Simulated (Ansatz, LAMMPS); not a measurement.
# Relaxing amorphous 14ZrO2-86SiO2 (mol %) (84 atoms), part 2 of 4

Wanted: the relaxed structure of amorphous 14ZrO2-86SiO2 (mol %) (84 atoms) and its electronic structure.

Ansatz 0.2.0; Kohn-Sham DFT, PBE, PAW (set soft_2), plane waves.

The cell: 4 Zr, 24 Si and 56 O. The quench rate of 50 K/ps is orders of magnitude faster than experiment. The starting topology of bonds comes from the classical model. Only the Γ point is sampled in the main run, in a cell whose shortest periodic width is 11 Å.

So far. Step 3 (Single point at the start): Neighbours are counted within 2.16 Å (O-Si), 2.82 Å (O-Zr).

## 4. Cell and atoms relaxed

The cell is relaxed with the atoms, since the starting lattice needn't suit this functional.

Input file input.yaml:

```yaml
crystal:
  lattice:
    - [10.7601, 0.0, 0.0]
    - [0.0, 10.7601, 0.0]
    - [0.0, 0.0, 10.7601]
  atoms:
    [... the 84 atom lines of step 3 ...]
kpoints:
  mp_grid: { grid: [1, 1, 1] }
hamiltonian:
  xc: pbe
scf:
  occupations: { method: fermi_dirac, width: 0.025 }
output:
  forces: true
relax:
  f_tol: 0.04
  max_steps: 250
  cell: {}
```

The run is started by

```
$ ansatz run input.yaml --threads 4 --pin off --max-ram 8192MiB --backend cpu --events-out ev --progress --plain --runs-dir out
```

Numbers of over 12 decimals in the logs are rounded to 6 here.

The program printed:

```text
[...]
Crystal: 84 atoms, lattice volume = 1245.802 Å³
Basis set: ecut = 420 eV, 24303 PW (Γ), exchange–correlation on 144×144×144 points (8 copies of the dense FFT grid, shifted against one another)
Bands: 324, of which v1, the nominal top of the filled ones, is band 240 counted from 1 (239 counted from 0)
Symmetry: 1 space group operations
[...]
k-points: 1
[...]
SCF iter   1: F=—  HF=-63859.103876 eV  |F-HF|=—  |Δ(HF+E_count)|=         —  Δρ=2.59e-3  dr2=1.03e-1  ethr=1.77e-3  ⟨swp⟩=5.0  Hψ=1421  notcnv=0  defer=70
[...]
SCF iter  10: F=-63859.098692 eV  HF=-63859.098692 eV  |F-HF|=6.33e-10  |Δ(HF+E_count)|=   1.07e-8  Δρ=1.39e-6  dr2=2.54e-8  ethr=2.08e-11  ⟨swp⟩=4.0  Hψ=981  notcnv=0
SCF 1 converged in 10 iterations: F = -63859.098692 eV  dr2 = 2.54e-8
[...]
relax step   1: F+E_penalty+E_count = -63859.09869173 eV  Δ(F+E_penalty+E_count) = +0.000e0 eV  max|allowed force component| = 2.804e0 eV/Å  Δτ_max = 0.0000 Å  P = -0.447 GPa  Ω = 1245.802 Å³  (10 SCF iters, dr2 threshold 1.00e-7 eV, accepted)
[... from here on, the SCF cycles and remarks between the steps are left out ...]
relax step   2: F+E_penalty+E_count = -63861.19972619 eV  Δ(F+E_penalty+E_count) = -2.101e0 eV  max|allowed force component| = 1.511e0 eV/Å  Δτ_max = 0.1040 Å  P = +1.109 GPa  Ω = 1223.692 Å³  energy of the carried Pulay correction = +7.469e-2 eV  (8 SCF iters, dr2 threshold 8.40e-6 eV, accepted)
relax step   3: F+E_penalty+E_count = -63862.17992566 eV  Δ(F+E_penalty+E_count) = -9.802e-1 eV  max|allowed force component| = 9.189e-1 eV/Å  Δτ_max = 0.1031 Å  P = +0.433 GPa  Ω = 1216.309 Å³  energy of the carried Pulay correction = +9.993e-2 eV  (8 SCF iters, dr2 threshold 8.40e-6 eV, accepted)
relax step   4: F+E_penalty+E_count = -63862.73788100 eV  Δ(F+E_penalty+E_count) = -5.580e-1 eV  max|allowed force component| = 1.092e0 eV/Å  Δτ_max = 0.2000 Å  P = +0.308 GPa  Ω = 1193.400 Å³  energy of the carried Pulay correction = +1.792e-1 eV  (8 SCF iters, dr2 threshold 8.40e-6 eV, accepted)
relax step   5: F+E_penalty+E_count = -63862.84497885 eV  Δ(F+E_penalty+E_count) = -1.071e-1 eV  max|allowed force component| = 6.964e-1 eV/Å  Δτ_max = 0.2000 Å  P = +0.023 GPa  Ω = 1193.857 Å³  energy of the carried Pulay correction = +1.776e-1 eV  (8 SCF iters, dr2 threshold 8.40e-6 eV, accepted)
relax step   6: F+E_penalty+E_count = -63862.93608180 eV  Δ(F+E_penalty+E_count) = -9.110e-2 eV  max|allowed force component| = 2.257e-1 eV/Å  Δτ_max = 0.0957 Å  P = -0.011 GPa  Ω = 1196.654 Å³  energy of the carried Pulay correction = +1.679e-1 eV  (7 SCF iters, dr2 threshold 8.40e-6 eV, accepted)
relax step   7: F+E_penalty+E_count = -63862.94826489 eV  Δ(F+E_penalty+E_count) = -1.218e-2 eV  max|allowed force component| = 2.874e-1 eV/Å  Δτ_max = 0.1896 Å  P = -0.002 GPa  Ω = 1194.175 Å³  energy of the carried Pulay correction = +1.765e-1 eV  (8 SCF iters, dr2 threshold 3.18e-6 eV, accepted)
relax step   8: F+E_penalty+E_count = -63862.96383287 eV  Δ(F+E_penalty+E_count) = -1.557e-2 eV  max|allowed force component| = 1.211e-1 eV/Å  Δτ_max = 0.0657 Å  P = +0.017 GPa  Ω = 1195.366 Å³  energy of the carried Pulay correction = +1.724e-1 eV  (7 SCF iters, dr2 threshold 5.16e-6 eV, accepted)
relax step   9: F+E_penalty+E_count = -63863.00587561 eV  Δ(F+E_penalty+E_count) = -4.204e-2 eV  max|allowed force component| = 2.836e-1 eV/Å  Δτ_max = 0.1601 Å  P = +0.073 GPa  Ω = 1194.663 Å³  energy of the carried Pulay correction = +1.748e-1 eV  (8 SCF iters, dr2 threshold 9.17e-7 eV, accepted)
relax step  10: F+E_penalty+E_count = -63862.90737589 eV  Δ(F+E_penalty+E_count) = +9.850e-2 eV  max|allowed force component| = 1.827e0 eV/Å  Δτ_max = 0.1949 Å  P = +0.088 GPa  Ω = 1194.935 Å³  energy of the carried Pulay correction = +1.739e-1 eV  (8 SCF iters, dr2 threshold 5.03e-6 eV, rejected (line search))
relax step  11: F+E_penalty+E_count = -63863.03749939 eV  Δ(F+E_penalty+E_count) = -3.162e-2 eV  max|allowed force component| = 2.545e-1 eV/Å  Δτ_max = 0.0974 Å  P = -0.042 GPa  Ω = 1196.971 Å³  energy of the carried Pulay correction = +1.668e-1 eV  (12 SCF iters, accepted)
relax step  12: F+E_penalty+E_count = -63863.06306310 eV  Δ(F+E_penalty+E_count) = -2.556e-2 eV  max|allowed force component| = 1.445e-1 eV/Å  Δτ_max = 0.0975 Å  P = +0.036 GPa  Ω = 1197.843 Å³  energy of the carried Pulay correction = +1.637e-1 eV  (6 SCF iters, dr2 threshold 4.05e-6 eV, accepted)
relax step  13: F+E_penalty+E_count = -63863.09277352 eV  Δ(F+E_penalty+E_count) = -2.971e-2 eV  max|allowed force component| = 2.064e-1 eV/Å  Δτ_max = 0.1500 Å  P = -0.038 GPa  Ω = 1203.816 Å³  energy of the carried Pulay correction = +1.430e-1 eV  (8 SCF iters, dr2 threshold 1.31e-6 eV, accepted)
relax step  14: F+E_penalty+E_count = -63863.10520570 eV  Δ(F+E_penalty+E_count) = -1.243e-2 eV  max|allowed force component| = 1.589e-1 eV/Å  Δτ_max = 0.0425 Å  P = +0.013 GPa  Ω = 1203.343 Å³  energy of the carried Pulay correction = +1.446e-1 eV  (7 SCF iters, dr2 threshold 2.66e-6 eV, accepted)
relax step  15: F+E_penalty+E_count = -63863.10092328 eV  Δ(F+E_penalty+E_count) = +4.282e-3 eV  max|allowed force component| = 1.723e-1 eV/Å  Δτ_max = 0.2000 Å  P = -0.023 GPa  Ω = 1202.210 Å³  energy of the carried Pulay correction = +1.486e-1 eV  (8 SCF iters, dr2 threshold 1.58e-6 eV, rejected (line search))
relax step  16: F+E_penalty+E_count = -63863.11197519 eV  Δ(F+E_penalty+E_count) = -6.769e-3 eV  max|allowed force component| = 1.924e-1 eV/Å  Δτ_max = 0.0646 Å  P = +0.027 GPa  Ω = 1203.381 Å³  energy of the carried Pulay correction = +1.445e-1 eV  (12 SCF iters, accepted)
relax step  17: F+E_penalty+E_count = -63863.11803422 eV  Δ(F+E_penalty+E_count) = -6.059e-3 eV  max|allowed force component| = 6.900e-2 eV/Å  Δτ_max = 0.0365 Å  P = +0.024 GPa  Ω = 1203.429 Å³  energy of the carried Pulay correction = +1.443e-1 eV  (6 SCF iters, dr2 threshold 2.31e-6 eV, accepted)
relax step  18: F+E_penalty+E_count = -63863.11703705 eV  Δ(F+E_penalty+E_count) = +9.972e-4 eV  max|allowed force component| = 1.954e-1 eV/Å  Δτ_max = 0.0295 Å  P = +0.006 GPa  Ω = 1203.259 Å³  energy of the carried Pulay correction = +1.449e-1 eV  (8 SCF iters, dr2 threshold 2.98e-7 eV, rejected (line search))
relax step  19: F+E_penalty+E_count = -63863.11890522 eV  Δ(F+E_penalty+E_count) = -8.710e-4 eV  max|allowed force component| = 1.435e-2 eV/Å  Δτ_max = 0.0116 Å  P = +0.001 GPa  Ω = 1203.592 Å³  energy of the carried Pulay correction = +1.438e-1 eV  (11 SCF iters, accepted)
relax step  20: F+E_penalty+E_count = -63863.04248337 eV  Δ(F+E_penalty+E_count) = +7.642e-2 eV  max|allowed force component| = 1.441e-2 eV/Å  Δτ_max = 0.0000 Å  P = -0.141 GPa  Ω = 1203.592 Å³  stress off target by 2.93e-1 GPa  SCF on the basis re-selected at this cell (its energy is not comparable with the rows above)  (7 SCF iters)
relax step  21: F+E_penalty+E_count = -63863.05537773 eV  Δ(F+E_penalty+E_count) = -1.289e-2 eV  max|allowed force component| = 3.590e-2 eV/Å  Δτ_max = 0.0135 Å  P = +0.009 GPa  Ω = 1200.940 Å³  energy of the carried Pulay correction = +9.104e-3 eV  (8 SCF iters, dr2 threshold 2.15e-7 eV, accepted)
relax step  22: F+E_penalty+E_count = -63863.04861310 eV  Δ(F+E_penalty+E_count) = +6.765e-3 eV  max|allowed force component| = 3.581e-2 eV/Å  Δτ_max = 0.0000 Å  P = +0.000 GPa  Ω = 1200.940 Å³  stress off target by 2.32e-2 GPa  SCF on the basis re-selected at this cell (its energy is not comparable with the rows above)  (6 SCF iters)
[...]
SCF converged after 6 iterations
Free energy (F): -63863.048613 eV
[...]
Internal energy: -63863.048613 eV  (E = F + TS)
E sigma→0 (E₀):  -63863.048613 eV
Fermi energy:    5.132556 eV
[...]
--- Forces (eV/Å), atoms counted from 1 ---
  atom   1  Zr     0.03407711    -0.02028109     0.01729092
  atom   2  Zr     0.02583513     0.01004520     0.00437427
  atom   3  Zr    -0.01171738     0.00392448     0.00543665
  atom   4  Zr     0.00241277     0.03581008    -0.02651685
  atom   5  Si     0.00577326     0.00538849     0.00806734
  atom   6  Si     0.00658543    -0.00029600    -0.00731643
  atom   7  Si    -0.01659481     0.01416198    -0.01809396
  atom   8  Si    -0.00121941    -0.00146376     0.00308373
  atom   9  Si    -0.00503436    -0.00758688    -0.00454319
  atom  10  Si    -0.00438189     0.00735410    -0.01175736
  atom  11  Si     0.01437549     0.00304407    -0.01224336
  atom  12  Si     0.00130944    -0.00718375    -0.00160512
  atom  13  Si    -0.00514828    -0.00176088    -0.00406929
  atom  14  Si    -0.02562194     0.00695209     0.00310466
[...]
atom  83  O     -0.00102298     0.00610868    -0.00018673
  atom  84  O     -0.00186951    -0.00345051     0.00581759
  max |Σ_I F_I| component: 3.95e-5 eV/Å
--- Stress (GPa, compression-positive) ---
       -0.014522      -0.007542       0.001172
       -0.007541       0.013894      -0.012971
        0.001171      -0.012970       0.000941
  P = ⅓ Tr σ = 0.0001 GPa (0.001 kbar)
--- Relaxed structure (20 steps of the walk, 17 accepted, 2 SCFs on fresh bases) ---
  F+E_penalty+E_count = -63863.04861310 eV   max|allowed force component| = 3.581e-2 eV/Å   (the final SCF, on the basis selected at the relaxed cell)
  cell:  # Å, volume = 1200.9396 Å³
    - [10.550622, -0.201699, -0.080169]
    - [-0.201699, 10.796733, -0.195360]
    - [-0.080169, -0.195360, 10.550641]
  atoms:
    - { symbol: Zr, position: [0.541494, 0.303236, 0.128916] }
    - { symbol: Zr, position: [0.508229, 0.220886, 0.699310] }
    - { symbol: Zr, position: [0.804658, 0.938717, 0.393945] }
    - { symbol: Zr, position: [0.668577, 0.511040, 0.791312] }
[...]
- { symbol: O, position: [0.868034, 0.588196, 0.521466] }
```

The job ended after 4.5 min (4 threads of Arm Neoverse V1, shared host; peak memory 1.4 GiB; 17 min of CPU time).

Step by step:

```tsv
step	energy less that of the first step (eV)	largest force component (eV/Å)	pressure (GPa)	volume (Å³)
1	0.0000	2.8039	-0.45	1245.80
2	-2.1010	1.5105	1.11	1223.69
3	-3.0812	0.9189	0.43	1216.31
4	-3.6392	1.0925	0.31	1193.40
5	-3.7463	0.6964	0.02	1193.86
6	-3.8374	0.2257	-0.01	1196.65
7	-3.8496	0.2874	0.00	1194.17
8	-3.8651	0.1211	0.02	1195.37
9	-3.9072	0.2836	0.07	1194.66
10	-3.8087	1.8267	0.09	1194.93
11	-3.9388	0.2545	-0.04	1196.97
12	-3.9644	0.1445	0.04	1197.84
13	-3.9941	0.2064	-0.04	1203.82
14	-4.0065	0.1589	0.01	1203.34
15	-4.0022	0.1723	-0.02	1202.21
16	-4.0133	0.1924	0.03	1203.38
17	-4.0193	0.0690	0.02	1203.43
18	-4.0183	0.1954	0.01	1203.26
19	-4.0202	0.0144	0.00	1203.59
20*	-3.9438	0.0144	-0.14	1203.59
21	-3.9567	0.0359	0.01	1200.94
22*	-3.9499	0.0358	0.00	1200.94
```

Relaxation steps marked * repeat the geometry before them on a plane-wave basis chosen anew for their cell, so energy and pressure can jump there. Relaxation steps 10, 15, 18 were tried and not accepted.

```tsv
cell as run	before	after	change
a (Å)	10.760	10.553	-1.9 %
b (Å)	10.760	10.800	+0.4 %
c (Å)	10.760	10.553	-1.9 %
α (°)	90.00	92.09	+2.3 %
β (°)	90.00	90.85	+0.9 %
γ (°)	90.00	92.16	+2.4 %
volume (Å³/atom)	14.83	14.30	-3.6 %
```

The atoms that moved most (Å, as changes of fractional coordinates times the final cell):

```tsv
atom	dx	dy	dz	length
Si23	-0.080	0.273	0.583	0.649
O38	-0.014	-0.334	-0.122	0.355
O54	0.161	0.074	-0.299	0.347
O33	0.236	0.073	-0.234	0.340
O41	0.027	0.322	-0.001	0.323
O50	0.041	-0.151	0.257	0.301
O57	-0.238	-0.167	0.024	0.292
O44	0.052	0.199	0.203	0.289
```

The relaxation changed the energy by -47.0 meV/atom, and atoms moved by 0.19 Å r.m.s., 0.65 Å at most.

## 5. Distances and neighbours after relaxation

Bonds before and after, by the cutoffs listed below:

```tsv
pair	bonds before	bonds after	mean before (Å)	mean after (Å)	spread before (Å)	spread after (Å)
O-Si	96	96	1.633	1.641	0.064	0.049
O-Zr	18	18	2.060	2.013	0.029	0.060
```

Density 2.68 g/cm³, 14.30 Å³ an atom.

g(r), total and by pair (bins of 0.2 Å):

```tsv
r (Å)	total	O-O	O-Si	O-Zr	Si-Si	Si-Zr	Zr-Zr
1.50	0.44	0.00	1.15	0.00	0.00	0.00	0.00
1.70	4.33	0.00	11.36	0.00	0.00	0.00	0.00
1.90	0.36	0.00	0.20	4.49	0.00	0.00	0.00
2.10	0.32	0.00	0.00	5.03	0.00	0.00	0.00
2.30	0.00	0.00	0.00	0.00	0.00	0.00	0.00
2.50	0.39	0.88	0.00	0.00	0.00	0.00	0.00
2.70	2.39	5.28	0.10	0.00	0.00	0.00	0.00
2.90	0.71	1.10	0.17	0.00	1.92	0.00	0.00
3.10	0.69	0.63	0.37	0.00	3.28	0.00	0.00
3.30	0.91	0.79	0.72	0.20	2.37	2.69	0.00
3.50	0.66	0.40	0.83	0.69	0.13	3.70	4.67
3.70	0.84	0.51	1.38	0.93	0.24	0.38	0.00
3.90	1.09	0.74	1.64	1.25	0.65	0.32	0.00
4.10	1.42	0.76	2.29	2.44	0.49	0.58	0.00
4.30	1.11	0.98	1.45	0.82	0.64	0.81	0.00
4.50	0.87	0.91	0.58	1.69	1.23	0.99	5.84
4.70	1.12	1.32	0.71	1.46	1.36	2.01	0.00
4.90	1.01	1.29	0.80	0.54	0.82	1.05	0.00
5.10	1.10	1.34	0.87	0.58	1.59	0.38	0.00
```

Bonds by pair of elements; cutoffs follow the first minimum of g(r), held within bounds set by covalent radii, and pairs that aren't listed don't count as bonded:

```tsv
pair A-B	cutoff (Å)	bonds	mean length (Å)	spread (Å)	shortest (Å)	B about A	A about B
O-Si	2.16	96	1.64	0.049	1.57	1.71	4
O-Zr	2.82	18	2.01	0.06	1.90	0.321	4.5
```

How many atoms have how many bonded neighbours:

```tsv
element	mean	2	3	4	5
O	2.04	54	2	0	0
Si	4	0	0	24	0
Zr	4.5	0	0	2	2
```

Bond angles (no mean is given where the spread exceeds 20°):

```tsv
angle	count	mean (°)	spread (°)
O-Si-O	144	109	5.2
Si-O-Si	43	143	16.7
O-Zr-O	32	-	-
Si-O-Zr	16	144	10.1
Zr-O-Zr	1	128	0
```

Oxygen atoms by the number of network formers (Si, P, Ge, B, Al, As, Ga) bound to them:

```tsv
network formers bound to O	O atoms	per cent
0	1	1.8
1	16	28.6
2	37	66.1
3	2	3.6
```

Network units: each former by its oxygen neighbours and how many of them bridge to another former:

```tsv
former	O neighbours	bridging O	atoms
Si	4	2	3
Si	4	3	10
Si	4	4	11
```

Bond length by coordination (bonds to H left out):

```tsv
element	coordination	atoms	mean bond length (Å)
O	2	54	1.69
O	3	2	1.80
Zr	4	2	1.97
Zr	5	2	2.04
```

Rings of the network by King's shortest-path rule, up to 12 atoms, one path for each pair of neighbours; H, halogens, alkali and alkaline-earth atoms are left out, and the last column divides by all other atoms, bonded or not:

```tsv
ring size (atoms)	rings	per network atom
8	10	0.119
10	7	0.083
12	25	0.298
```

For some of the pairs, g(r) has its first main peak near 2.7 Å (O-O), 1.6 Å (O-Si), 2.0 Å (O-Zr), 3.1 Å (Si-Si) and 3.4 Å (Si-Zr). With the cutoffs above, 96 % of O atoms have 2, all Si atoms have 4 and 50 % of Zr atoms have 4 and as many 5 bonded neighbours. The O-Si-O angle averages 109° with a spread of 5°. Counting bonds to Si alone, not to Zr, 66 % of the oxygens join two of these atoms and 29 % one; 4 % join three; 2 % join none. The commonest Si unit has 4 oxygens, 4 of them shared with other formers (11 of 24 atoms). Rings of 12 atoms are the most common (60 % of those counted); sizes run from 8 to 12, where the search stops.

(Part 2 of 4 ends here.)

[Logs are printed without paths, hosts, clocks, repeated set-up lines and the standing remarks that a program may print on its own settings, such as how far it seeks lower states.]

[Hosts, paths, dates, database ids (printed as entryN), source tags and the programs' standing remarks are cut or masked in the printed files.]
